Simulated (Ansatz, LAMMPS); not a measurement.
# Electronic structure of glassy 60SiO2-40Na2O (mol %) (195 atoms)

Aim: energy, forces, charges and density of states of glassy 60SiO2-40Na2O (mol %) (195 atoms) at a fixed geometry.

Program: Ansatz 0.2.0. Level of theory: Kohn-Sham DFT, r2SCAN, PAW (set soft_2), plane waves. Results are calculated unless marked as measured.

### 1. The structure

The cell holds 195 atoms: 39 Si, 52 Na and 104 O. Cell: a = 13.544 Å, b = 13.544 Å, c = 13.544 Å, α = 90.0°, β = 90.0°, γ = 90.0°. 195 atoms (39 Si, 52 Na, 104 O) placed at random at 2.64 g/cm³, melted at 4000 K for 10 ps at fixed volume with the Morse and Coulomb pair potential with partial charges (Pedone, Malavasi, Menziani, Cormack and Segre, J. Phys. Chem. B 110, 11780 (2006)). Quenched from 4000 K to 300 K at 20 K/ps and fixed volume, held 5 ps.

Before any run, some limits are plain. The quench rate of 20 K/ps is many orders above laboratory rates, so the cell is likely richer in defects and strain than a real sample. The network of bonds at the start is that of the classical potential that made the cell, and needn't be the one that DFT or experiment would give. Sampling is at Γ alone, for a cell whose shortest periodic width is 14 Å.

### 2. The classical run that made the cell

A classical potential supplies the starting structure, since it reaches far longer times than DFT.

This step: classical MD, Morse and Coulomb pair potential with partial charges (Pedone, Malavasi, Menziani, Cormack and Segre, J. Phys. Chem. B 110, 11780 (2006)) (LAMMPS 22 Jul 2025 - Update 4).

File in.lmp:

```
# melt-quench of Si39Na52O104
units metal
atom_style charge
boundary p p p
region box block 0 13.5442 0 13.5442 0 13.5442
create_box 3 box
mass 1 28.0850   # Si
mass 2 22.9898   # Na
mass 3 15.9990   # O
create_atoms 1 random 39 160387 NULL overlap 1.5 maxtry 2000
create_atoms 2 random 52 160394 NULL overlap 1.5 maxtry 2000
create_atoms 3 random 104 160401 NULL overlap 1.5 maxtry 2000
pair_style hybrid/overlay pedone 5.5 coul/long 8.0
pair_coeff * * coul/long
pair_coeff 1 3 pedone 0.340554 2.006700 2.100000 1   # Si-O
pair_coeff 2 3 pedone 0.023363 1.763867 3.006315 5   # Na-O
pair_coeff 3 3 pedone 0.042395 1.379316 3.618701 22   # O-O
set type 1 charge 2.4
set type 2 charge 0.6
set type 3 charge -1.2
kspace_style pppm 1.0e-4
neigh_modify delay 0 every 1 check yes
thermo_style custom step time temp pe press density
thermo_modify norm yes
timestep 0.002
thermo 100
min_style cg
minimize 1e-4 1e-4 200 2000
reset_timestep 0
velocity all create 4000 160388 mom yes dist gaussian
fix lim all nve/limit 0.05
fix lan all langevin 4000 4000 0.2 160389 zero yes
thermo 500
run 1000 post no
# [... 7 lines left out ...]
fix md all nvt temp 4000 300 0.2
run 92500 post no
unfix md
thermo 1250
fix md all nvt temp 300 300 0.2
run 2500 post no
unfix md
write_dump all custom glass.dump id type xs ys zs modify sort id
```

The run is started by

```sh
lmp -in in.lmp -log none -nocite
```

The log of the run:

```text
LAMMPS (22 Jul 2025 - Update 4)
Created orthogonal box = (0 0 0) to (13.5442 13.5442 13.5442)
Created 39 atoms
Created 52 atoms
Created 104 atoms
PPPM initialization ...
  G vector (1/distance) = 0.3829715
  grid = 15 15 15
  estimated relative force accuracy = 4.7329685e-05
   Step          Time           Temp          PotEng         Press         Density
         0   0              0             -0.14487438     659889.61      2.6430197
       100   0.2            0             -12.026389      17154.093      2.6430197
       103   0.206          0             -12.030692      17585.27       2.6430197
Loop time of 0.127383 s on 1 MPI rank(s) for 103 steps with 195 atoms
Minimization stats:
  Stopping criterion = energy tolerance
  Energy initial, next-to-last, final =
    -0.144874382385799  -12.0296765091284  -12.0306920284899
  Force two-norm initial, final = 387.93474 2.8329223
  Iterations, force evaluations = 103 133
[... 7 lines left out ...]
      1666   3.332          4313.9949     -11.491587      86092.465      2.6430197
      2499   4.998          3853.2162     -11.515203      91221.912      2.6430197
      3332   6.664          4030.7109     -11.56708       107073.54      2.6430197
      4165   8.33           3880.1567     -11.511568      118264.01      2.6430197
      4998   9.996          4185.3505     -11.551365      85548.315      2.6430197
[... 2 lines left out ...]
Loop time of 4.01928 s on 1 MPI rank(s) for 5000 steps with 195 atoms
   Step          Time           Temp          PotEng         Press         Density
[... 12 lines left out ...]
Loop time of 70.9484 s on 1 MPI rank(s) for 92500 steps with 195 atoms
   Step          Time           Temp          PotEng         Press         Density
     98500   197            304.74095     -12.142765      6639.909       2.6430197
     98750   197.5          317.29701     -12.141648      6944.0722      2.6430197
    100000   200            280.59081     -12.139102      931.57335      2.6430197
    101000   202            265.29828     -12.140775      5649.6821      2.6430197
Loop time of 1.78554 s on 1 MPI rank(s) for 2500 steps with 195 atoms
```

Wall time 78 s (1 thread of Arm Neoverse V2, shared host); peak memory 0.083 GiB.

### 3. Plane-wave single point

One self-consistent run at the given positions yields energy and forces.

File input.yaml:

```yaml
crystal:
  lattice:
    - [13.5442, 0.0, 0.0]
    - [0.0, 13.5442, 0.0]
    - [0.0, 0.0, 13.5442]
  atoms:
    - { symbol: Si, position: [0.6094, 0.7527, 0.10806] }
    - { symbol: Si, position: [0.13816, 0.43846, 0.85276] }
    - { symbol: Si, position: [0.523, 0.61028, 0.93589] }
    - { symbol: Si, position: [0.59605, 0.30935, 0.5827] }
    - { symbol: Si, position: [0.51794, 0.88786, 0.47475] }
    - { symbol: Si, position: [0.96684, 0.33426, 0.95244] }
    - { symbol: Si, position: [0.4556, 0.17387, 0.35082] }
    - { symbol: Si, position: [0.11044, 0.96684, 0.00047] }
    - { symbol: Si, position: [0.98382, 0.56132, 0.4947] }
    - { symbol: Si, position: [0.53216, 0.0784, 0.80878] }
    - { symbol: Si, position: [0.39557, 0.58762, 0.42207] }
    - { symbol: Si, position: [0.38999, 0.75588, 0.6052] }
    - { symbol: Si, position: [0.13269, 0.37978, 0.49012] }
    - { symbol: Si, position: [0.31626, 0.93913, 0.91382] }
    - { symbol: Si, position: [0.1759, 0.17345, 0.11042] }
    - { symbol: Si, position: [0.21754, 0.30182, 0.6888] }
    - { symbol: Si, position: [0.02212, 0.59494, 0.71188] }
    - { symbol: Si, position: [0.78636, 0.84257, 0.98314] }
    - { symbol: Si, position: [0.80572, 0.98226, 0.55912] }
    - { symbol: Si, position: [0.23635, 0.78552, 0.76547] }
    - { symbol: Si, position: [0.16396, 0.08247, 0.64783] }
    - { symbol: Si, position: [0.83842, 0.38218, 0.75227] }
    - { symbol: Si, position: [0.821, 0.82852, 0.2754] }
    - { symbol: Si, position: [0.57128, 0.6837, 0.7262] }
    - { symbol: Si, position: [0.44098, 0.27335, 0.75242] }
    - { symbol: Si, position: [0.6191, 0.0877, 0.4855] }
    - { symbol: Si, position: [0.93592, 0.27578, 0.57273] }
    - { symbol: Si, position: [0.41304, 0.8609, 0.095] }
    - { symbol: Si, position: [0.83318, 0.45998, 0.34863] }
    - { symbol: Si, position: [0.47613, 0.32407, 0.1766] }
    - { symbol: Si, position: [0.7291, 0.77386, 0.49252] }
    - { symbol: Si, position: [0.08766, 0.6245, 0.15271] }
    [... 157 atom lines left out ...]
    - { symbol: O, position: [0.40199, 0.59037, 0.93017] }
    - { symbol: O, position: [0.39102, 0.40079, 0.14213] }
    - { symbol: O, position: [0.24535, 0.49116, 0.8853] }
    - { symbol: O, position: [0.17177, 0.35363, 0.78514] }
    - { symbol: O, position: [0.57309, 0.13992, 0.38435] }
    - { symbol: O, position: [0.50961, 0.58122, 0.41191] }
kpoints:
  mp_grid: { grid: [1, 1, 1] }
hamiltonian:
  xc: r2scan
scf:
  occupations: { method: fixed }
output:
  forces: true
  stress: true
  populations: true
  dos:
    method: { smearing: { sigma: 0.1 } }
    de: 0.1
    projected: { site_lists: { Na: [Na], O: [O], Si: [Si] } }
  eigenvalues: true
  write_density: true
  write_potential: true
  volumetric_format: npy
```

The run is started by

```sh
ansatz run input.yaml --threads 8 --pin off --max-ram 15872MiB --backend cpu --events-out ev --progress --plain --runs-dir out
```

The log of the run:

```text
Engine: ansatz 0.2.0, aarch64-unknown-linux-gnu
Pseudopotentials: kind: paw
Pseudopotential: Si, paw, valence charge 4, recommended cutoff 500 eV (meta_gga), Si.paw.azcp
Pseudopotential: Na, paw, valence charge 9, recommended cutoff 500 eV (meta_gga), Na.paw.azcp
Pseudopotential: O, paw, valence charge 6, recommended cutoff 500 eV (meta_gga), O.paw.azcp
[... 6 lines on functional and potentials left out ...]
Crystal: 195 atoms, lattice volume = 2484.621 Å³
Basis set: ecut = 500 eV, 62933 PW (Γ), exchange–correlation on 400×400×400 points (64 copies of the dense FFT grid, shifted against one another)
Bands: 819, of which v1, the nominal top of the filled ones, is band 624 counted from 1 (623 counted from 0)
Symmetry: 1 space group operations
Space group: P1 (ITA 1), of the structure as read, at distance tolerance 1.4e-4 Å
k-points: 1
[... 10 lines on functional and potentials left out ...]
Initial density: superposition of atomic densities (neutral atoms: chi_scale 0, normalization atom), corrected by the library's trained network
Initial wavefunctions: pseudopotential atomic-orbital guess
Functional: x = r2scan, c = r2scan; τ floored in thin density (d = 2e-4 eV/Å³)
SCF iter   1: F=—  HF=-161669.399120 eV  |F-HF|=—  |Δ(HF+E_count)|=         —  Δρ=8.83e-3  dr2=1.71e0  dr2_τ=1.25e1  ethr=1.77e-3  ⟨swp⟩=4.0  Hψ=2892  notcnv=0  defer=193
preconditioner: auto → Resta (q_TF=auto, 2.432 Å⁻¹)  ε∞=2.4  [insulator: Δε(μ)=3.080 eV  Ē_g=20.958 eV  n_scr=618 (ndim 8)  ℏωp=25.2 eV  f_vac=0.116  ε∞_Penn≈2.4]
SCF iter   2: F=—  HF=-161673.798646 eV  |F-HF|=—  |Δ(HF+E_count)|=    4.40e0  Δρ=4.60e-3  dr2=3.50e-1  dr2_τ=4.25e-2  ethr=1.37e-4  ⟨swp⟩=3.0  Hψ=1520  notcnv=0  defer=193
SCF iter   3: F=—  HF=-161673.760858 eV  |F-HF|=—  |Δ(HF+E_count)|=   3.78e-2  Δρ=1.26e-3  dr2=3.32e-2  dr2_τ=4.01e-3  ethr=2.80e-5  ⟨swp⟩=2.0  Hψ=947  notcnv=0  defer=193
SCF iter   4: F=—  HF=-161673.759128 eV  |F-HF|=—  |Δ(HF+E_count)|=   1.73e-3  Δρ=5.22e-4  dr2=5.10e-3  dr2_τ=8.86e-4  ethr=2.66e-6  ⟨swp⟩=2.0  Hψ=1011  notcnv=0  defer=193
SCF iter   5: F=—  HF=-161673.758482 eV  |F-HF|=—  |Δ(HF+E_count)|=   6.45e-4  Δρ=1.35e-4  dr2=4.47e-4  dr2_τ=4.64e-5  ethr=4.09e-7  ⟨swp⟩=2.0  Hψ=1302  notcnv=0  defer=189
SCF iter   6: F=—  HF=-161673.758653 eV  |F-HF|=—  |Δ(HF+E_count)|=   1.71e-4  Δρ=5.84e-5  dr2=6.80e-5  dr2_τ=9.42e-6  ethr=3.58e-8  ⟨swp⟩=2.0  Hψ=1154  notcnv=0  defer=190
SCF iter   7: F=—  HF=-161673.753702 eV  |F-HF|=—  |Δ(HF+E_count)|=   4.95e-3  Δρ=1.70e-5  dr2=6.73e-6  dr2_τ=7.56e-7  ethr=5.45e-9  ⟨swp⟩=2.0  Hψ=1050  notcnv=0  defer=188
SCF iter   8: F=—  HF=-161673.753705 eV  |F-HF|=—  |Δ(HF+E_count)|=   3.20e-6  Δρ=7.90e-6  dr2=1.34e-6  dr2_τ=1.82e-7  ethr=5.39e-10  ⟨swp⟩=2.0  Hψ=1171  notcnv=0  defer=188
SCF iter   9: F=—  HF=-161673.753705 eV  |F-HF|=—  |Δ(HF+E_count)|=   1.15e-7  Δρ=2.03e-6  dr2=1.08e-7  dr2_τ=1.00e-8  ethr=1.07e-10  ⟨swp⟩=2.0  Hψ=1050  notcnv=0  defer=188
SCF iter  10: F=-161673.753705 eV  HF=-161673.753705 eV  |F-HF|=4.31e-9  |Δ(HF+E_count)|=   7.53e-8  Δρ=1.01e-6  dr2=2.38e-8  dr2_τ=2.71e-9  ethr=8.01e-12  ⟨swp⟩=18.0  Hψ=6838  notcnv=0
SCF 1 converged in 10 iterations: F = -161673.753705 eV  dr2 = 2.38e-8
  greatest PAW one-centre occupation: 1.000 electrons in one spin orbital (limit 2), on the Na atom at site 40 (counted from 0), in its partial waves of l = 0
SCF converged after 10 iterations
Free energy (F): -161673.753705 eV
Harris-Foulkes:  -161673.753705 eV  (|F-HF|=4.31e-9)
Internal energy: -161673.753705 eV  (E = F + TS)
E sigma→0 (E₀):  -161673.753705 eV
Fermi energy:    4.780873 eV
--- Per-component energies (eV) ---
  E_band       = -13930.440331
  E_kinetic    = 26812.741938
  E_local      = -111151.274757  (includes V_loc(G=0)·N_el)
  E_nonlocal   = 11900.925476
  E_hartree    = 40150.274780
  E_xc         = -11716.190036
  E_vxc        = -16088.605852  (∫ρ·V_xc dr)
  E_paw        = -50910.934101  (= ΣΔE_a)
  E_vpaw       = -6800.516431  (= ΣTr[D̂ρ^β])
  E_aug_tail   = 0.110237  (compensation charges beyond the density's cutoff)
  E_vtau       = 1095.638084  (kinetic-family band-sum trace: ∫τ·v_τ [+ j·A + Jᵃ·Aᵃ] dr)
  E_ewald      = -66751.738601
  E_core_change = -7.668640  (= ΣΔE_core)
  E_smearing   = -0.000000  (= −TS)
  E_closure    = -0.000000  (closes the sum)
  Σ components = -161673.753705   (vs F -161673.753705, Δ=0.00e0)
--- Forces (eV/Å), atoms counted from 1 ---
  atom   1  Si    -0.36276319    -0.35981967    -1.15124922
  atom   2  Si    -1.32708464     4.16958732    -0.52348112
  atom   3  Si    -0.26917135     1.48886531     0.27995799
  atom   4  Si    -0.57247501    -3.68094991    -0.10272877
  atom   5  Si     1.49815017    -1.70126750     0.87364226
  atom   6  Si    -0.65008779     0.06683564    -2.99533428
  atom   7  Si     0.01332878     0.71383881     2.18429449
  atom   8  Si     1.54590293     0.48599949     2.09193939
  atom   9  Si     3.12594407    -3.04271578     0.55928869
  atom  10  Si     0.58908847     1.71360833     2.37668108
  atom  11  Si    -1.68533288     2.12918951     0.26392795
  atom  12  Si     0.85885075    -0.46141034    -0.47650882
  atom  13  Si    -1.43598038     0.15136505     2.26863056
  atom  14  Si    -2.74404478     2.58640207     0.36782431
[...]
atom 194  O      0.08619340     0.47087980    -0.81552146
  atom 195  O      2.57789746     0.16697324     0.05596433
  max |Σ_I F_I| component: 6.91e-4 eV/Å
--- Stress (GPa, compression-positive) ---
        3.220340       0.773147      -0.439161
        0.773147       4.188830      -0.380330
       -0.439161      -0.380330       4.507795
  P = ⅓ Tr σ = 3.9723 GPa (39.723 kbar)
--- Band table (eV) ---
  k-point 0: bands = ["-50.2149", "-49.8804", "-49.8055", "-49.6016", [... 803 levels ...], "15.4613", "15.4796", "15.4818", "15.5063", "15.5634", "15.5943", "15.6128", "15.6236", "15.6484", "15.6916", "15.7094", "15.7509"]
--- Löwdin populations: 195 sites ---
  site symbol       q [e]
     0     Si      2.2501
     1     Si      2.1762
     2     Si      2.2547
[...]
194      O      7.0311
  spilling = 0.008859 (of n_electrons = 1248.000000)
```

The job ended after 1.7 min (8 threads of Arm Neoverse V2, shared host; peak memory 8.3 GiB; 13 min of CPU time).

The run gave:

- free energy: -161673.7537 eV
- free energy per atom: -829.0962 eV/atom
- SCF cycles: 10
- pressure: 3.972 GPa
- r.m.s. force component: 1.238 eV/Å
- longest force: 5.64 eV/Å
- Fermi energy: 4.781 eV
- gap (highest filled to lowest empty level): 2.556 eV
- spilling of the projection: 0.008859

Length of the force by element:

| element | coordination | atoms | mean length of the force (eV/Å) | spread | least | most |
| --- | --- | --- | --- | --- | --- | --- |
| Na | all | 52 | 0.703 | 0.302 | 0.0528 | 1.48 |
| O | all | 104 | 2.06 | 1.03 | 0.308 | 5.64 |
| Si | all | 39 | 2.69 | 0.930 | 0.874 | 4.41 |

Löwdin charges by element (they lack the spilled electrons, 0.057 e an atom on average):

| element | coordination | atoms | mean charge (e) | spread | least | most |
| --- | --- | --- | --- | --- | --- | --- |
| Na | all | 52 | 0.800 | 0.0106 | 0.782 | 0.824 |
| O | all | 104 | -0.942 | 0.0858 | -1.07 | -0.828 |
| Si | all | 39 | 1.73 | 0.0507 | 1.61 | 1.84 |

Density of states as counts of states in windows of 1 eV (from the Fermi level), total and the larger projections:

| from (eV) | to (eV) | total | O p | Si p |
| --- | --- | --- | --- | --- |
| -14 | -12 | 0.0 | 0.0 | 0.0 |
| -12 | -11 | 4.0 | 2.7 | 0.2 |
| -11 | -10 | 14.3 | 9.8 | 1.0 |
| -10 | -9 | 20.9 | 14.9 | 2.1 |
| -9 | -8 | 26.8 | 19.8 | 3.7 |
| -8 | -7 | 33.6 | 25.8 | 6.1 |
| -7 | -6 | 22.5 | 17.9 | 2.6 |
| -6 | -5 | 82.2 | 68.0 | 6.8 |
| -5 | -4 | 99.4 | 86.3 | 5.6 |
| -4 | -3 | 113.8 | 104.1 | 3.4 |
| -3 | -2 | 108.2 | 101.7 | 2.4 |
| -2 | -1 | 84.5 | 80.9 | 1.2 |
| -1 | 0 | 12.2 | 11.7 | 0.2 |
| 0 | 1 | 1.5 | 1.4 | 0.0 |
| 1 | 2 | 0.0 | 0.0 | 0.0 |
| 2 | 3 | 2.0 | 0.1 | 0.0 |
| 3 | 4 | 7.2 | 0.8 | 0.2 |
| 4 | 5 | 13.4 | 1.2 | 0.7 |

With fixed occupations the program's Fermi level is the highest filled level; weight inside the gap is the broadening of levels at its edges.

Between -26 and -14 eV lie 520 more states.

About 105 of the 1248 electrons lie in deeper levels, below the stored range.

The levels nearest the highest filled one (over half full), pooled over k-points and spins:

| level less the highest filled one (eV) | occupation |
| --- | --- |
| -0.997 | 2 |
| -0.937 | 2 |
| -0.739 | 2 |
| -0.461 | 2 |
| -0.378 | 2 |
| 0 | 2 |
| 2.56 | 0 |
| 3.10 | 0 |
| 3.49 | 0 |
| 3.85 | 0 |
| 3.92 | 0 |
| 4.11 | 0 |

Electrostatic potential energy in the ac plane at fractional y = 0.076, with atoms of Si and Na and O within 0.2 Å of it. With pseudopotentials it is smooth inside the atoms' cores, unlike the true potential.

Ten even steps from '0' (-38 eV) to '9' (11 eV), each cell a mean:
```
89999999999999999986799975478999986447
99999999996469999940159985578999998888
99999999993138999963368998889999999989
89999999998789999862126899999998888888
88999999999999999730003799999988788878
89988999999999999863236899999988888888
99977767899999999998889999999999999999
99985101588999999999999999999899999999
99973000343599878899999999999899999999
99975334765798766889999999999999999999
99710178999999877899987667899988999999
77631489999999999999861003778999999998
66788999899999999999850002557999999987
55799998889999999999975446889998889997
00499998889999999999988888999987678994
33799999999999998899999999999987678996
99999999998778732489999999999998889999
88899999987435510289999999999999999998
77899999864324777899999999999997569988
88899999733677899999999998898872006998
99999999988999999876789941268775348999
99986578999999998720158963489889999888
89950028999999998730268999999999986347
89973369999999999888899998889999972004
```
Columns run along a (13.5 Å; values clipped at the 3rd and 97th percentile), rows up along c (13.5 Å). Atoms in or near the plane, at fractional coordinates: Si at (0.53, 0.81), Si at (0.16, 0.65), Si at (0.62, 0.49), Na at (0.93, 0.01), Na at (0.51, 0.08), O at (0.52, 0.92), O at (0.02, 0.38), O at (0.13, 0.05), O at (0.11, 0.54), O at (0.42, 0.28), O at (0.85, 0.18).

Valence density in the ac plane at fractional y = 0.076, with atoms of Si and Na and O within 0.2 Å of it. It is the smooth field of the valence electrons, not physical close to the nuclei.

Ten steps, logarithmic in the rise over the least value, from '0' (0 e/Å³) to '9' (14 e/Å³), each cell a mean:
```
00012211011221000235531025531010014662
00000000135653101367752124531122100000
00000000136764101256642111111222100000
00000000024442100123322221100111100000
00011000000110001221012222100012210011
01233210000000011222222111000001100001
01344321110000001111110000001111000000
00123212233210000000000000013332100000
00112212456531111000000000013332100000
01245432355431343100000000011221000000
12478742122210122000111111111110112110
12467631000000000001222113343210112221
22233210000000000001222113454210011112
55421000000000000001123222332100100124
87631000000000000001233210000002331136
66420000000000123211122100000002331125
22100000001112467631000000000000000011
11000000122223577641000000000001110001
22000001355422344320000001100124553111
11000012466421111000000134432246875210
00001111233210000024311357652235664100
00135542110000000379851256642112221100
01257863100000000279841122211000014662
10246652100000000012210001100000027995
```
Columns run along a (13.5 Å), rows up along c (13.5 Å). Atoms in or near the plane, at fractional coordinates: Si at (0.53, 0.81), Si at (0.16, 0.65), Si at (0.62, 0.49), Na at (0.93, 0.01), Na at (0.51, 0.08), O at (0.52, 0.92), O at (0.02, 0.38), O at (0.13, 0.05), O at (0.11, 0.54), O at (0.42, 0.28), O at (0.85, 0.18).

Mean Löwdin charges: Na +0.80, O -0.94, Si +1.73 e (they miss 0.89 % of the electrons, so they add up to more than the cell's charge).

(Part 1 of 2 ends here.)

[Logs are printed without paths, hosts, clocks, repeated set-up lines and the standing remarks that a program may print on its own settings, such as how far it seeks lower states.]

[Hosts, paths, dates, database ids (printed as entryN), source tags and the programs' standing remarks are cut or masked in the printed files.]
